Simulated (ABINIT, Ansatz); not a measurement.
# K2TaNbO6 (Fm-3m): G0W0 with ABINIT, start to end, part 2 of 2

Aim: the G0W0 gap of K2TaNbO6 (Fm-3m) on PBEsol, step by step.

ABINIT 10.8.3; PBEsol and many-body steps on it, plane waves. Known limits of the many-body steps: not at the basis limit; no spin-orbit coupling; coarse k mesh.

So far. Step 2 (Ground state): The gap is direct, at Γ. Step 3 (Empty states on the mesh, 2×2×2 mesh, 278 bands): On this mesh the gap is 1.698 eV.

**4. Screening, 2×2×2 mesh, 254 bands, screening to 176.9 eV**

The RPA dielectric matrix is built and inverted for each q.

This step: RPA screening on PBEsol, plane waves, norm-conserving pseudopotentials.

run.abi

```
acell 3*1.0 Angstrom
rprim 
  -0.000000000000 4.044428000000 4.044428000000
  4.044428000000 -0.000000000000 4.044428000000
  4.044428000000 4.044428000000 -0.000000000000
ntypat 4
znucl 19 73 41 8
natom 10
typat 1 1 2 3 4 4 4 4 4 4
xred 
  0.250000000000 0.250000000000 0.250000000000
  0.750000000000 0.750000000000 0.750000000000
  0.500000000000 0.500000000000 0.500000000000
  -0.000000000000 0.000000000000 -0.000000000000
  0.749028000000 0.250972000000 0.250972000000
  0.250972000000 0.749028000000 0.749028000000
  0.250972000000 0.749028000000 0.250972000000
  0.749028000000 0.250972000000 0.749028000000
  0.250972000000 0.250972000000 0.749028000000
  0.749028000000 0.749028000000 0.250972000000
pp_dirpath "pseudos"
pseudos "K.upf, Ta.upf, Nb.upf, O.upf"
ecut 37
ngkpt 2 2 2
nshiftk 1
shiftk 0 0 0
kptopt 1
chksymbreak 0
istwfk *1
occopt 1
irdwfk 1
optdriver 3
nband 254
ecuteps 6.5
inclvkb 2
awtr 1
symchi 1
indata_prefix "in"
outdata_prefix "out"
tmpdata_prefix "tmp"
```

Started as:

```bash
$ OMP_NUM_THREADS=1 mpirun -n 4 abinit run.abi > log
```

Numbers of over 12 decimals in the logs are rounded to 6 here.

The log of the run:

```text
.Version 10.8.3 of ABINIT. v10.8.2 released Aug 2026.

 Symmetries : space group Fm -3 m (#225); Bravais cF (face-center cubic)
[... echo of the input left out ...]
== DATASET  1 ==================================================================
-   mpi_nproc: 4, omp_nthreads: 1 (-1 if OMP is not activated)

--- !DatasetInfo
iteration_state: {dtset: 1, }
dimensions: {natom: 10, nkpt: 3, mband: 254, nsppol: 1, nspinor: 1, nspden: 1, mpw: 9608, }
cutoff_energies: {ecut:  37.0, pawecutdg:  -1.0, }
electrons: {nelect:   8.00000000E+01, charge:   0.00000000E+00, occopt:   1.00000000E+00, tsmear:   1.00000000E-02, }

 SCREENING: Calculation of the susceptibility and dielectric matrices

 Based on a program developped by R.W. Godby, V. Olevano, G. Onida, and L. Reining.
 Incorporated in ABINIT by V. Olevano, G.-M. Rignanese, and M. Torrent.
.Using double precision arithmetic ; gwpc =  8

[... cell and pseudopotentials left out ...]
--------------------------------------------------------------------------------

 ==== K-mesh for the wavefunctions ====
 Number of points in the irreducible wedge :     3
[... list of points left out ...]
 Together with 48 symmetry operations and time-reversal symmetry
 yields     8 points in the full Brillouin Zone.

 ==== Q-mesh for the screening function ====
 Number of points in the irreducible wedge :     3
[... list of points left out ...]
 Together with 48 symmetry operations and time-reversal symmetry
 yields     8 points in the full Brillouin Zone.

 setmesh: FFT mesh size selected  =    45x   45x   45
          total number of points  =        91125

 vcoul_init : cutoff-mode = AUXILIARY_FUNCTION
 q-points for optical limit:   1
     1)      0.000010    0.000020    0.000030

- screening: taking advantage of time-reversal symmetry
- Maximum band index for partially occupied states nbvw = 40
- Remaining bands to be divided among processors   nbcw = 214
- Number of bands treated by each node ~53

 Number of electrons calculated from density =   80.0000; Expected =   80.0000
 average of density, n =  0.089597
 r_s =    1.3864
 omega_plasma =   28.8736 [eV]

 calculating chi0 at frequencies [eV] :
  1    0.000000E+00    0.000000E+00
  2    0.000000E+00    2.887365E+01

--------------------------------------------------------------------------------
  q-point number  1        q = ( 0.000000, 0.000000, 0.000000) [r.l.u.]
--------------------------------------------------------------------------------
[... chi0 elements left out ...]
 For q-point:  0.000010 0.000020 0.000030
  dielectric constant =   8.4349
  dielectric constant without local fields =   8.9634

  Average fulfillment of the sum rule on Im[epsilon] for q-point    1 :     67.51  [%]
[... wings left out ...]
  q-point number  2        q = ( 0.500000, 0.000000, 0.000000) [r.l.u.]
--------------------------------------------------------------------------------
[... chi0 elements left out ...]
  Average fulfillment of the sum rule on Im[epsilon] for q-point    2 :     72.15  [%]

 [... 1 further q-points ...]
```

It took 2.3 min on 4 MPI ranks of Intel Xeon Platinum 8488C (Sapphire Rapids), shared host; peak memory 3 GiB; 9.1 min of CPU time.

This step gave:

```yaml
eps_infinity_with_local_fields_on_this_mesh_along_the_program_s_q_direction: 8.435
the_same_without_local_fields: 8.963
plasma_frequency: 28.87 eV
plane_waves_in_the_screening_matrix: 725
```

Local fields lower ε∞ by 6 %. On a Γ-centred mesh this coarse the value itself is usually too large, while a short band sum pulls it down.

**5. Self-energy, 2×2×2 mesh, 254 bands, screening to 176.9 eV**

The self-energy is evaluated for the states that the input lists, and the levels follow from it, in one-shot runs by the linearised quasiparticle equation.

This step: G0W0 on PBEsol, plane waves, norm-conserving pseudopotentials.

Edit run.abi of step 4 so:

```diff
@@ -31,8 +31,15 @@
 irdwfk 1
-optdriver 3
+optdriver 4
 nband 254
+gwcalctyp 0
+ecutsigx 37
+symsigma 1
+nkptgw 1
+kptgw 
+  0.0000000000 0.0000000000 0.0000000000
+bdgw 
+  38 43
 ecuteps 6.5
-inclvkb 2
-awtr 1
-symchi 1
+irdscr 1
+ppmodel 1
 indata_prefix "in"
```

The log of the run:

```text
.Version 10.8.3 of ABINIT. v10.8.2 released Aug 2026.

 Symmetries : space group Fm -3 m (#225); Bravais cF (face-center cubic)
[... echo of the input left out ...]
== DATASET  1 ==================================================================
-   mpi_nproc: 4, omp_nthreads: 1 (-1 if OMP is not activated)

--- !DatasetInfo
iteration_state: {dtset: 1, }
dimensions: {natom: 10, nkpt: 3, mband: 254, nsppol: 1, nspinor: 1, nspden: 1, mpw: 9608, }
cutoff_energies: {ecut:  37.0, pawecutdg:  -1.0, }
electrons: {nelect:   8.00000000E+01, charge:   0.00000000E+00, occopt:   1.00000000E+00, tsmear:   1.00000000E-02, }

 SIGMA: Calculation of the GW corrections

 Based on a program developped by R.W. Godby, V. Olevano, G. Onida, and L. Reining.
 Incorporated in ABINIT by V. Olevano, G.-M. Rignanese, and M. Torrent.
.Using double precision arithmetic ; gwpc =  8

[... cell and pseudopotentials left out ...]
--------------------------------------------------------------------------------

 ==== K-mesh for the wavefunctions ====
 Number of points in the irreducible wedge :     3
[... list of points left out ...]
 Together with 48 symmetry operations and time-reversal symmetry
 yields     8 points in the full Brillouin Zone.

 ==== Q-mesh for screening function ====
 Number of points in the irreducible wedge :     3
[... list of points left out ...]
 Together with 48 symmetry operations and time-reversal symmetry
 yields     8 points in the full Brillouin Zone.

 vcoul_init : cutoff-mode = AUXILIARY_FUNCTION
 q-points for optical limit:   1
     1)      0.000010    0.000020    0.000030
 setmesh: FFT mesh size selected  =    60x   60x   60
          total number of points  =       216000

 Number of electrons calculated from density =   80.0000; Expected =   80.0000
 average of density, n =  0.089597
 r_s =    1.3864
 omega_plasma =   28.8736 [eV]

 === KS Band Gaps ===
  >>>> For spin  1
   Minimum direct gap =   1.6976 [eV], located at k-point      :   0.0000  0.0000  0.0000
   Fundamental gap    =   1.6976 [eV], Top of valence bands at :   0.0000  0.0000  0.0000
                                       Bottom of conduction at :   0.0000  0.0000  0.0000
 SIGMA fundamental parameters:
 PLASMON POLE MODEL  1
 number of plane-waves for SigmaX                 9577
 number of plane-waves for SigmaC and W            725
 number of plane-waves for wavefunctions          9577
 number of bands                                   254
 number of independent spin polarizations            1
 number of spinorial components                      1
 number of k-points in IBZ                           3
 number of q-points in IBZ                           3
 number of symmetry operations                      48
 number of k-points in BZ                            8
 number of q-points in BZ                            8
 number of frequencies for dSigma/dE                 9
 frequency step for dSigma/dE [eV]                0.25
 number of omega for Sigma on real axis              0
 max omega for Sigma on real axis  [eV]           0.00
 zcut for avoiding poles [eV]                     0.10

 EPSILON^-1 parameters (SCR file):
 dimension of the eps^-1 matrix on file            725
 dimension of the eps^-1 matrix used               725
 number of plane-waves for wavefunctions          9577
 number of bands                                   254
 number of q-points in IBZ                           3
 number of frequencies                               2
 number of real frequencies                          1
 number of imag frequencies                          1

 matrix elements of self-energy operator (all in [eV])

 Perturbative Calculation

--- !SelfEnergy_ee
iteration_state: {dtset: 1, }
kpoint     : [   0.000,    0.000,    0.000, ]
spin       : 1
KS_gap     :    1.698
QP_gap     :    2.803
Delta_QP_KS:    1.105
data: !SigmaeeData |
     Band     E0 <VxcDFT>   SigX SigC(E0)      Z dSigC/dE  Sig(E)    E-E0       E
       38   5.219 -19.860 -24.589   4.921   0.763  -0.311 -19.714   0.146   5.365
       39   5.219 -19.860 -24.589   4.921   0.763  -0.311 -19.714   0.146   5.365
       40   5.219 -19.860 -24.589   4.921   0.763  -0.311 -19.714   0.146   5.365
       41   6.917 -15.369  -9.559  -4.273   0.814  -0.228 -14.117   1.251   8.168
       42   6.917 -15.369  -9.559  -4.273   0.814  -0.228 -14.117   1.251   8.168
       43   6.917 -15.369  -9.559  -4.273   0.814  -0.228 -14.117   1.251   8.168

== END DATASET(S) ==============================================================
================================================================================

 -outvars: echo values of variables after computation  --------
           etotal      0.0000000000E+00
            nband         254
             nkpt           3
          spgroup         225
 [... the other variables as echoed above ...]

 Calculation completed.
```

Elapsed: 29 s, on 4 MPI ranks; peak memory 2.2 GiB; 1.9 min of CPU time.

Numbers from this step:

- G0W0 gap on the points computed: 2.803 eV
- starting gap on the mesh: 1.698 eV
- k of the valence top: 0, 0, 0
- k of the conduction bottom: 0, 0, 0
- Z at the valence top: 0.763
- Z at the conduction bottom: 0.814
- least direct G0W0 gap on the computed points: 2.803 eV

The gap on the mesh goes from 1.70 eV to 2.80 eV, a correction of +1.11 eV.

Limits: finite bands, cutoff and mesh; no spin-orbit coupling; coarse k mesh. v1 is the top filled band, c1 the lowest empty one. The levels before and after the correction (eV, zero at the valence-band top of each column):

```csv
,conduction bottom,valence top
Kohn-Sham,1.70,0.00
G0W0,2.80,0.00
```

```csv
,level,energy (eV)
Kohn-Sham,Γ v3-v1,0.000
Kohn-Sham,Γ c1-c3,1.698
G0W0,Γ v3-v1,0.000
G0W0,Γ c1-c3,2.803
```

**6. Where the time went**

Times are wall times on 4 MPI ranks of Intel Xeon Platinum 8488C (Sapphire Rapids), shared host, good to a factor of about two.

```csv
step,time,share,memory (GiB)
ground state,73 s,15 %,0.6
empty states on the mesh,3.9 min,49 %,0.49
screening,2.3 min,29 %,3.0
self-energy,29 s,6 %,2.2
```

**7. What came out**

```json
{"PBEsol gap": "1.70 eV, direct", "G0W0 gap on the mesh": "2.80 eV", "GW settings": "2×2×2 mesh, 254 bands, screening to 176.9 eV, Godby-Needs plasmon pole", "known limits": "not at the basis limit; no spin-orbit coupling; coarse k mesh"}
```

What this shows: G0W0 moves the gap on the mesh from 1.70 eV to 2.80 eV (+1.11 eV), with Z of 0.76 and 0.81 at the edges. Local fields lower the RPA ε∞ on this mesh from 8.96 to 8.43; a Γ-centred mesh this coarse tends to raise both, most where the direct gap is narrow, while a short band sum lowers them. Only 1 of the mesh's irreducible points was corrected, so a valley elsewhere could overtake. The dearest step here is «empty states on the mesh». Bands and cutoff are finite, so the gap is not at the basis limit. The miss can reach some tenths of an eV and take either sign; the mesh is an error of its own. In the G0W0 run levels were corrected at 1 k point alone, so a gap called «on the mesh» is the least over those, and an edge elsewhere would be missed. The 2×2×2 mesh is coarse for this cell, which bears on the long-range parts of exchange and screening. The many-body steps are scalar-relativistic: spin-orbit coupling is not in them.

[Paths, hosts, dates, memory and timing lines, banners, echoed tables and standing remarks are left out of the program output.]

[Logs are printed without paths, hosts, clocks, repeated set-up lines and the standing remarks that a program may print on its own settings, such as how far it seeks lower states.]

[Runs of the session that timed out or met a known fault of the program may be left out.]

[Hosts, paths, dates, database ids (printed as entryN), source tags and the programs' standing remarks are cut or masked in the printed files.]

[G0W0 gaps are taken among the corrected bands and points alone; a level outside them can change the order at an edge.]

[Where Ansatz stands beside ABINIT at settings called matched, ABINIT's density can come from a denser mesh and the files from another edition; pairs whose starting gaps differed by over 0.03 eV were left out, so agreement reads better than it is.]
